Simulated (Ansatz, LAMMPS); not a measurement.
# Static equation of state of 48Ga2O3-52ZnO (mol %) with crystalline order left by the classical run (93 atoms)

Density of this cell: 5.48 g/cm³. The cell holds 93 atoms: 26 Ga, 14 Zn and 53 O. Its edges and angles: a = 10.114 Å, b = 10.427 Å, c = 10.330 Å, α = 85.4°, β = 87.4°, γ = 88.3°. The starting structure: 93 atoms (26 Fe, 14 Zn, 53 O) placed at random at 4.69 g/cm³, melted at 5000 K for 10 ps at fixed volume with the Morse and Coulomb pair potential with partial charges (Pedone, Malavasi, Menziani, Cormack and Segre, J. Phys. Chem. B 110, 11780 (2006)). Quenched from 5000 K to 300 K at 20 K/ps and fixed volume, held 10 ps at zero pressure, then minimised at fixed cell. Then Fe was replaced by Ga and the cell scaled by 1.005 (the potential has no terms for the new elements, so the cell is a start for a DFT relaxation).

Calculated with Ansatz 0.2.0: Kohn-Sham DFT, PBE, PAW (set soft_2), plane waves; cutoff 420 eV, Γ point, fixed occupations. Cell and atoms were relaxed first, to V0 = 11.659 Å³ an atom at a residual P0 = 0.007 GPa. The cell was then scaled evenly, and the atoms were relaxed at each volume.

| volume (Å³/atom) | pressure (GPa) |
| --- | --- |
| 10.493 | ? |
| 10.960 | 6.101 |
| 11.309 | 2.800 |
| 12.009 | -2.347 |
| 12.359 | -3.949 |

Task: Fit the third-order Birch–Murnaghan equation to the rows given and extrapolate to the withheld row.

**Working.**

Take the Eulerian strain f = ½[(V0/V)^(2/3) − 1] and the normalised pressure F = (P − P0) / [3f(1 + 2f)^(5/2)]. The third-order Birch–Murnaghan equation is then the line F = B0 + (3/2)B0(B′ − 4) f, so u = f and v = F.

```
      u = f  v = F (GPa)
  0.0210563      87.0302
  0.0102568      86.3002
-0.00975683      84.4797
 -0.0190504      76.2617
```

With n = 4: mean u = 6.2646e-4, mean v = 83.5180, Σ(u − ū)² = 0.0010051, Σ(u − ū)(v − v̄) = 0.23134. Slope b = 0.23134 / 0.0010051 = 230.17; intercept a = v̄ − b ū = 83.374.

So B0 = a = 83.4 GPa and B′ = 4 + 2b/(3a) = 5.84. At the withheld volume f = 0.03638, F = a + b f = 91.75 GPa, and P = P0 + 3f(1 + 2f)^(5/2) F.

Prediction at 10.493: 11.94 GPa. The run gave 12.20 GPa, so the fit is low by 0.25 GPa (2.1 % of the value).

The series isn't one smooth equation of state: even a line fitted to all rows, the withheld one included, misses F by up to 4.1 %, the count of bonds changes along the series and an atom moves over 0.5 Å in some relaxation. B0 and B′ are then only the numbers of this fit, not moduli of the material. Among the rows given, the largest miss of the fit is at 12.359, by 0.14 GPa (0.88 % of the range of the table).

Limits: Static cells at zero temperature; the cell shape is held. The program notes that the SCF threshold of these relaxations is loose for the stress. The quench rate of 20 K/ps is many orders above laboratory rates, so the cell is likely richer in defects and strain than a real sample. The network of bonds at the start is that of the classical potential that made the cell, and needn't be the one that DFT or experiment would give. Only the Γ point is sampled, in a cell whose shortest periodic width is 10 Å.

[Logs are printed without paths, hosts, clocks, repeated set-up lines and the standing remarks that a program may print on its own settings, such as how far it seeks lower states.]

[Hosts, paths, dates, database ids (printed as entryN), source tags and the programs' standing remarks are cut or masked in the printed files.]
